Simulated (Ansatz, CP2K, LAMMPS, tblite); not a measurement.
## tblite on liquid Hg22Cd10S32 at 2200 K (64 atoms): settings against a plane-wave reference

Aim: run liquid Hg22Cd10S32 at 2200 K (64 atoms) in tblite and see how near its forces come to a plane-wave reference, and at what cost.

Program: tblite 0.8.0. Level of theory: the method is named at each step. Results are calculated unless marked as measured.

**1. Set-up**

The cell holds 64 atoms: 22 Hg, 10 Cd and 32 S. Its edges and angles: a = 11.962 Å, b = 11.962 Å, c = 11.962 Å, α = 90.0°, β = 90.0°, γ = 90.0°. 64 atoms (22 Hg, 10 Cd, 32 S) placed at random at 6.37 g/cm³, melted at 2500 K for 10 ps at fixed volume with the Stillinger-Weber II-VI potential (Zhou et al., Phys. Rev. B 88, 085309 (2013)). Snapshot at the end of a hold of 5 ps at 2200 K and fixed volume.

The yardstick, on the same geometry:

```
method                 : Kohn-Sham DFT, PBE, PAW, plane waves (Ansatz 0.2.0); cutoff 420 eV, Γ point, fermi-dirac smearing of 0.05 eV; PAW set soft_2
r.m.s. force component : 0.6585 eV/Å
longest force          : 2.536 eV/Å
pressure               : -1.289 GPa
SCF cycles             : 13
time                   : 35 s on 4 threads of Arm Neoverse V1, shared host
CPU time               : 2.2 min
```

**2. GFN1-xTB**

Method: GFN1-xTB tight binding, diagonalisation.

File run.py:

```python
import numpy as np
from ase.io import read
from tblite.ase import TBLite

atoms = read("structure.xyz")
atoms.calc = TBLite(method="GFN1-xTB", electronic_temperature=580, accuracy=1.0, max_iterations=250, mixer_damping=0.4, verbosity=1)
energy = atoms.get_potential_energy()
forces = atoms.get_forces()
print(f"energy {energy:.6f} eV")
print("forces (eV/A)")
for i, (a, f) in enumerate(zip(atoms, forces)):
    print(f"{i:4d} {a.symbol:2s} {f[0]:10.5f} {f[1]:10.5f} {f[2]:10.5f}")
stress = -atoms.get_stress(voigt=False) * 160.21766
print("stress (GPa, compression positive)")
for row in stress:
    print(" ".join(f"{x:10.4f}" for x in row))
print("charges (e)")
print(np.array2string(atoms.get_charges(), precision=4, suppress_small=True, max_line_width=110, threshold=100000))
```

File structure.xyz:

```xyz
64
Lattice="11.96210 0.00000 0.00000 0.00000 11.96210 0.00000 0.00000 0.00000 11.96210" Properties=species:S:1:pos:R:3 pbc="T T T"
Hg 8.70554 4.73675 10.13010
Hg 0.62897 9.73081 0.48327
Hg 4.24009 8.51630 6.15019
Hg 6.25115 11.65288 7.15549
Hg 5.76836 8.04990 8.98844
Hg 0.10790 5.54946 11.53422
Hg 6.39877 4.12728 3.73301
Hg 9.78165 1.78953 8.59788
Hg 4.84764 11.13731 10.55835
Hg 2.44673 1.06690 0.13278
Hg 11.65013 0.64990 10.59005
Hg 0.55085 1.49610 4.91487
Hg 3.55884 4.00575 0.85110
Hg 2.47400 11.43457 6.25953
Hg 8.41354 1.16523 4.33315
Hg 4.98664 1.28042 2.63908
Hg 0.84117 5.81609 4.58543
Hg 8.26079 9.29814 5.55089
Hg 9.11237 4.58340 2.45498
Hg 3.26027 8.16593 10.69412
Hg 3.71507 8.28722 2.79315
Hg 10.04123 10.40763 8.49560
Cd 7.24700 4.01771 6.16682
Cd 10.99736 5.38617 7.25154
Cd 3.41075 4.31760 4.83616
Cd 8.31904 8.61128 1.35543
Cd 2.33225 3.34281 9.40066
Cd 6.81672 2.23380 9.72172
Cd 9.79074 8.07454 10.22281
Cd 10.09087 1.59897 0.79548
Cd 5.56692 6.69279 4.88185
Cd 0.60636 9.09849 6.41037
S 7.32738 6.64650 6.94460
S 11.62884 11.03085 3.96448
S 6.64901 8.61534 3.38145
S 4.88855 1.72493 11.54702
S 9.85282 7.90420 7.62141
S 11.49354 7.36770 2.18404
S 7.53074 9.29563 10.75728
S 10.37868 10.62139 1.30901
S 4.03195 6.26048 7.81448
S 11.26112 3.81998 9.86849
S 11.65886 3.88984 3.41255
S 0.43554 2.82258 0.77263
S 5.98045 5.59922 10.13214
S 7.78685 11.87597 8.83461
S 4.97851 3.27008 7.74331
S 7.14951 0.04115 0.33279
S 0.40013 7.73637 10.82594
S 0.94513 10.59495 8.52647
S 5.41022 7.38600 0.55540
S 4.08302 9.78416 8.36797
S 7.00847 11.56101 3.22917
S 2.88143 5.52338 10.79173
S 8.11748 2.81109 11.76676
S 4.00994 10.05283 0.68148
[... 4 atom lines left out ...]
S 1.92506 4.22382 6.93515
S 0.21735 1.44981 7.63577
S 9.57327 11.60970 5.88894
S 2.69721 2.51838 3.33503
```

The run is started by

```bash
> OMP_NUM_THREADS=1 python run.py > output.txt
```

What it wrote:

```text
------------------------------------------------------------
  cycle        total energy    energy error   density error
------------------------------------------------------------
      1     -144.3426924240  -1.4395091E+02   6.3208350E-01
      2     -120.3861248917   2.3956568E+01   7.3452331E-01
      3     -123.7540836749  -3.3679588E+00   6.7960977E-01
      4     -139.7799203205  -1.6025837E+01   5.1774368E-01
      5     -142.8986341903  -3.1187139E+00   3.9521479E-01
      6     -143.4910653972  -5.9243121E-01   3.1840396E-01
      7     -143.6539495977  -1.6288420E-01   2.9864604E-01
      8     -146.2488313193  -2.5948817E+00   1.9765630E-01
      9     -146.8406451094  -5.9181379E-01   1.3153415E-01
     10     -146.9434109718  -1.0276586E-01   1.2426656E-01
     11     -147.3097932801  -3.6638231E-01   5.2800423E-02
     12     -147.3454227304  -3.5629450E-02   4.3672886E-02
     13     -147.3613545938  -1.5931863E-02   3.6245854E-02
     14     -147.4005766907  -3.9222097E-02   1.6821567E-02
     15     -147.4045438705  -3.9671798E-03   1.2792826E-02
     16     -147.4062819695  -1.7380991E-03   1.1038995E-02
     17     -147.4077830794  -1.5011098E-03   8.1835914E-03
     18     -147.4092363627  -1.4532834E-03   5.4068293E-03
     19     -147.4096789561  -4.4259342E-04   3.7721168E-03
     20     -147.4100512628  -3.7230663E-04   1.8098759E-03
     21     -147.4100806666  -2.9403813E-05   1.4782681E-03
     22     -147.4101028492  -2.2182595E-05   1.1915910E-03
     23     -147.4101451739  -4.2324727E-05   2.5877188E-04
     24     -147.4101451591   1.4775225E-08   2.2718154E-04
     25     -147.4101451820  -2.2872626E-08   2.3540281E-04
     26     -147.4101467362  -1.5542054E-06   9.2871592E-05
     27     -147.4101469414  -2.0522475E-07   4.3070080E-05
     28     -147.4101469475  -6.0319110E-09   3.6680245E-05
     29     -147.4101469880  -4.0549708E-08   9.8857165E-06
------------------------------------------------------------
 total:                                   2.786 sec
energy -4011.234414 eV
forces (eV/A)
   0 Hg   -0.73744    0.63379    0.82155
   1 Hg   -0.28027   -0.78623    0.78854
   2 Hg   -0.99177   -0.00138    0.43260
   3 Hg   -1.57133    0.24424   -1.61270
   4 Hg    1.49699   -1.66568    0.59881
   5 Hg    0.27329   -1.34348    1.60015
   6 Hg   -0.39385    0.21118   -1.02379
   7 Hg    0.25960    0.32485   -1.31125
   8 Hg    1.54437    0.35334    0.55403
   9 Hg   -0.35345   -0.02944    0.10689
  10 Hg    0.68358   -0.11884   -0.23022
  11 Hg   -0.50339    0.19061   -0.22863
  12 Hg    0.31917    0.41698   -0.26290
  13 Hg   -0.28749    0.30792    0.31796
  14 Hg    0.93781    0.50867    0.36295
  15 Hg    0.39052   -0.52604   -0.64456
  16 Hg   -0.50019    0.23104   -0.15577
  17 Hg   -0.08905   -0.53444   -0.08202
  18 Hg    0.46637   -1.10613    0.46330
  19 Hg   -0.14398   -0.71316    0.08382
  20 Hg    0.84534    0.23293   -0.97594
  21 Hg    0.22940    0.06424   -0.34365
  22 Cd    0.23046    0.02511    1.72294
  23 Cd    0.26823   -0.25369   -0.07577
[...]
56 S    -0.47938    0.59998   -0.05702
  57 S     1.26012    1.43210   -1.04570
  58 S    -0.67700    0.51172    0.88120
  59 S    -0.78453   -1.00181   -0.92145
  60 S    -0.46717    0.38363   -0.26207
  61 S     0.81120    0.13368    0.04168
  62 S     0.75862   -2.00425   -0.41248
  63 S     0.76543   -0.22976   -0.75962
stress (GPa, compression positive)
   -4.3540    -0.1643     0.2254
   -0.1643    -2.5815    -0.1429
    0.2254    -0.1429    -3.5064
charges (e)
[ 0.1307  0.1462  0.0884  0.1076  0.16    0.1991 -0.049   0.1531  0.2168  0.122   0.0602  0.112   0.158
  0.0399  0.1999  0.1359  0.106   0.1379  0.1797  0.1732  0.1209  0.1626  0.3905  0.3641  0.4282  0.439
  0.4281  0.466   0.4675  0.435   0.3913  0.4259 -0.2995 -0.1641 -0.2229 -0.1936 -0.2366 -0.2109 -0.242
 -0.2202 -0.235  -0.2705 -0.2158 -0.2243 -0.1664 -0.2432 -0.3028 -0.165  -0.2759 -0.2436 -0.1649 -0.2261
 -0.1832 -0.2132 -0.2129 -0.221  -0.2026 -0.2159 -0.2903 -0.1659 -0.199  -0.2375 -0.2032 -0.2282]
```

It took 3.4 s on 1 thread of Arm Neoverse V1, shared host; peak memory 0.13 GiB.

Banners, paths, timers and routine set-up lines are dropped from the logs unmarked, and long logs keep their key lines alone; longer cuts are marked.

Compared with the plane-wave run:

```
r.m.s. force component                  : 0.6913 eV/Å
r.m.s. difference of force components   : 356.1 meV/Å
longest difference of force vectors     : 1377 meV/Å
force difference over r.m.s. force      : 54.07 %
slope of forces against the reference's : 0.9049
correlation of force components         : 0.8619
pressure                                : -3.481 GPa
pressure difference                     : -2.192 GPa
```

Length of the force difference by element (eV/Å):

```csv
element,atoms,mean,most
Cd,10,0.42,0.71
Hg,22,0.71,1.4
S,32,0.48,1.1
```

A closer look about S49, which bears the longest force: 9 atoms, nearest first, numbered in the order of the input, with positions taken from that point.

```
atom      x      y      z  distance (Å)  Mulliken charge (e)     Fx     Fy  Fz (eV/Å)
 S49   0.00   0.00   0.00          0.00                -0.28   0.29   2.12      -0.91
 Hg6  -0.29  -2.19   0.71          2.32                 0.20   0.27  -1.34       1.60
 Hg2   0.23   1.99   1.62          2.58                 0.15  -0.28  -0.79       0.79
Cd29  -2.57   0.34  -0.60          2.66                 0.47  -0.33   0.24       0.27
Hg20   2.86   0.43  -0.13          2.90                 0.17  -0.14  -0.71       0.08
 S54   2.48  -2.21  -0.03          3.32                -0.21  -0.81  -1.17       0.49
 S38  -0.87  -0.37   3.32          3.45                -0.21   0.64   0.02       0.41
 S50   0.54   2.86  -2.30          3.71                -0.24  -0.94  -0.38      -0.41
 S58  -3.05  -1.60   1.86          3.91                -0.22   1.26   1.43      -1.05
```

Atoms are counted from 1 here, from 0 in the log.

Forces lie 54 % from the reference's, at 0.026 times its CPU time (on 1 against 4 cores).

**3. Dynamics at 900 K (GFN1-xTB)**

Method: GFN1-xTB tight binding, diagonalisation.

File run.py:

```python
import numpy as np
from ase.io import read
from ase import units
from ase.md.langevin import Langevin
from ase.md.velocitydistribution import MaxwellBoltzmannDistribution
from tblite.ase import TBLite

atoms = read("structure.xyz")
atoms.calc = TBLite(method="GFN1-xTB", electronic_temperature=580, accuracy=1.0, max_iterations=250, mixer_damping=0.4, verbosity=0)
MaxwellBoltzmannDistribution(atoms, temperature_K=900, rng=np.random.default_rng(35))
dyn = Langevin(atoms, 2.0 * units.fs, temperature_K=900, friction=0.01 / units.fs, trajectory="path.traj", logfile="-", rng=np.random.default_rng(35 + 1000))
dyn.run(169)
print("finished")
```

structure.xyz is that of step 2.

The run is started by

```bash
> OMP_NUM_THREADS=2 python run.py > output.txt
```

What it wrote:

```text
  MaxwellBoltzmannDistribution(atoms, temperature_K=900, rng=np.random.default_rng(35))
  warnings.warn(msg, FutureWarning)
Time[ps]      Etot[eV]     Epot[eV]     Ekin[eV]    T[K]
0.0000       -4003.1612   -4011.2344       8.0733   975.9
0.0020       -4003.1856   -4011.2682       8.0827   977.0
0.0040       -4003.1158   -4011.3570       8.2412   996.2
0.0060       -4002.7562   -4011.4836       8.7274  1055.0
0.0080       -4002.8633   -4011.6560       8.7927  1062.9
0.0100       -4003.1223   -4011.8713       8.7490  1057.6
0.0120       -4003.2742   -4012.1082       8.8341  1067.9
0.0140       -4003.5033   -4012.3620       8.8587  1070.8
0.0160       -4003.2206   -4012.6508       9.4302  1139.9
0.0180       -4003.7181   -4012.9849       9.2668  1120.2
0.0200       -4004.2370   -4013.3443       9.1074  1100.9
0.0220       -4004.3546   -4013.7359       9.3813  1134.0
0.0240       -4004.5105   -4014.1678       9.6573  1167.4
0.0260       -4004.6685   -4014.6468       9.9783  1206.2
0.0280       -4004.7402   -4015.1619      10.4217  1259.8
0.0300       -4005.0488   -4015.7181      10.6692  1289.7
0.0320       -4005.1996   -4016.2885      11.0889  1340.4
0.0340       -4005.4620   -4016.8767      11.4147  1379.8
0.0360       -4005.3925   -4017.4776      12.0851  1460.8
0.0380       -4005.2518   -4018.0863      12.8345  1551.4
0.0400       -4005.3485   -4018.6876      13.3391  1612.4
0.0420       -4005.4336   -4019.2725      13.8389  1672.9
0.0440       -4005.9657   -4019.8302      13.8645  1675.9
0.0460       -4006.1614   -4020.3483      14.1869  1714.9
[...]
0.3240       -4021.3725   -4031.1670       9.7945  1184.0
0.3260       -4021.5086   -4031.1674       9.6588  1167.6
0.3280       -4021.3468   -4031.1681       9.8213  1187.2
0.3300       -4021.3434   -4031.1492       9.8058  1185.3
0.3320       -4021.4998   -4031.0941       9.5943  1159.8
0.3340       -4021.2279   -4031.0219       9.7939  1183.9
0.3360       -4021.1812   -4030.9141       9.7330  1176.5
0.3380       -4021.2255   -4030.7831       9.5576  1155.3
finished
```

It took 3.3 min on 2 threads; peak memory 0.13 GiB; 7.1 min of CPU time.

Rows from the run:

```csv
time (fs),T (K),potential (meV/atom)
0.0,976,0.0
22.0,1134,-39.1
46.0,1715,-142.4
68.0,1585,-172.4
90.0,1406,-193.6
112.0,1348,-205.8
136.0,1342,-236.7
158.0,1417,-266.1
180.0,1164,-263.1
202.0,1134,-280.5
226.0,1071,-279.7
248.0,1149,-297.1
270.0,1067,-310.6
292.0,1035,-307.0
316.0,1147,-311.9
338.0,1155,-305.4
```

Mean square displacement from the first frame to the last: Hg 0.70 Å², Cd 0.91 Å², S 1.2 Å².

The mean square displacement by time lag:

```
time lag (fs)  Cd (Å²)  Hg (Å²)   S (Å²)
          2.0   1.1e-4   6.5e-5   3.9e-4
          8.0  0.00171  0.00103  0.00618
         16.0  0.00674  0.00403   0.0237
         22.0   0.0126  0.00749   0.0429
         36.0   0.0323   0.0192    0.101
         44.0   0.0471   0.0280    0.138
         50.0   0.0595   0.0354    0.167
         58.0   0.0777   0.0464    0.203
         64.0   0.0923   0.0554    0.229
         72.0    0.113   0.0683    0.261
         78.0    0.129   0.0787    0.284
         92.0    0.169    0.105    0.333
        100.0    0.193    0.121    0.357
        106.0    0.211    0.133    0.374
        114.0    0.235    0.150    0.395
        120.0    0.254    0.164    0.408
        128.0    0.278    0.182    0.425
        134.0    0.296    0.196    0.437
        148.0    0.337    0.230    0.466
        156.0    0.360    0.250    0.484
        162.0    0.377    0.265    0.499
        170.0    0.399    0.286    0.521
```

**4. Local order late in the run (GFN1-xTB)**

The g(r) is a mean over frames of the second half; bonds, counts and rings are those of the last frame.

Density 6.37 g/cm³, 26.75 Å³ an atom.

Mean of 13 frames. g(r), total and by pair (bins of 0.2 Å):

| r (Å) | total | S-S | S-Hg | S-Cd | Hg-Hg | Hg-Cd | Cd-Cd |
| --- | --- | --- | --- | --- | --- | --- | --- |
| 1.90 | 0.07 | 0.30 | 0.00 | 0.00 | 0.00 | 0.00 | 0.00 |
| 2.10 | 0.20 | 0.80 | 0.00 | 0.00 | 0.00 | 0.00 | 0.00 |
| 2.30 | 0.72 | 0.97 | 0.73 | 1.43 | 0.00 | 0.00 | 0.00 |
| 2.50 | 1.85 | 0.52 | 3.73 | 2.55 | 0.24 | 0.11 | 0.00 |
| 2.70 | 1.49 | 0.08 | 2.67 | 2.04 | 0.78 | 1.32 | 0.00 |
| 2.90 | 1.11 | 0.19 | 1.79 | 1.71 | 0.42 | 1.15 | 0.61 |
| 3.10 | 0.71 | 0.28 | 1.08 | 0.91 | 0.33 | 0.55 | 1.27 |
| 3.30 | 0.72 | 0.80 | 0.77 | 0.76 | 0.61 | 0.26 | 1.46 |
| 3.50 | 0.83 | 1.00 | 0.63 | 0.80 | 1.02 | 0.82 | 1.38 |
| 3.70 | 1.06 | 1.56 | 0.50 | 0.86 | 1.92 | 1.15 | 0.83 |
| 3.90 | 1.18 | 1.71 | 0.77 | 1.16 | 1.52 | 0.94 | 0.83 |
| 4.10 | 1.34 | 1.31 | 0.96 | 1.61 | 2.33 | 1.29 | 0.94 |
| 4.30 | 1.24 | 1.20 | 1.09 | 1.04 | 1.06 | 2.14 | 1.93 |
| 4.50 | 1.06 | 1.38 | 0.93 | 0.90 | 0.56 | 1.50 | 1.14 |
| 4.70 | 1.01 | 1.29 | 0.80 | 0.87 | 0.99 | 1.21 | 0.95 |
| 4.90 | 0.93 | 1.23 | 0.77 | 0.61 | 0.88 | 1.31 | 0.61 |
| 5.10 | 0.89 | 0.96 | 0.85 | 0.81 | 0.92 | 0.89 | 0.96 |
| 5.30 | 0.85 | 0.75 | 0.81 | 1.14 | 0.86 | 0.76 | 0.83 |
| 5.50 | 0.93 | 0.85 | 0.93 | 1.04 | 0.92 | 0.98 | 0.84 |
| 5.70 | 0.96 | 0.89 | 1.10 | 0.91 | 0.76 | 0.97 | 0.77 |
| 5.90 | 0.97 | 0.90 | 1.29 | 0.83 | 0.52 | 0.82 | 0.76 |

**5. Results**

* force difference from the reference: tblite GFN1-xTB, 54 %
* its CPU time: 3.4 s
* mean temperature, second half (GFN1-xTB): 1121 K

**Reading.** Tight binding differs by 54 % (tblite GFN1-xTB); it is another model, with fitted parameters of its own, and the xTB methods hold dispersion. One electronic-structure run takes under half the reference's CPU time: tblite GFN1-xTB, at 54 % in 3.4 s against 2.2 min; its pressure misses by -2.2 GPa. The trajectory (GFN1-xTB): over the second half of 338 fs the temperature averages 1121 K with swings of 56 K r.m.s. From first frame to last S has the largest mean square displacement, 1.2 Å² at the end; the farthest move is 1.96 Å. The run spans 0.34 ps, too short for its means to be equilibrium values. Periodic xTB results under one method name differ between programs and library versions. The frame stands for 2200 K, but pressures are static and levels are smeared at 580 K, under the temperature of the frame, which matters where levels are partly filled. The network of bonds at the start is that of the classical potential that made the cell, and needn't be the one that DFT or experiment would give. The electronic-structure runs sample only Γ, in a cell whose shortest periodic width is 12 Å, which is coarse for a cell with partly filled levels. Spin–orbit coupling is left out, which matters for the levels of the heavy elements.

[Also dropped from logs without a mark: logging warnings of Python, and SIESTA's first energy breakdown and zero terms.]

[Logs are printed without paths, hosts, clocks, repeated set-up lines and the standing remarks that a program may print on its own settings, such as how far it seeks lower states.]

[Hosts, paths, dates, database ids (printed as entryN), source tags and the programs' standing remarks are cut or masked in the printed files.]
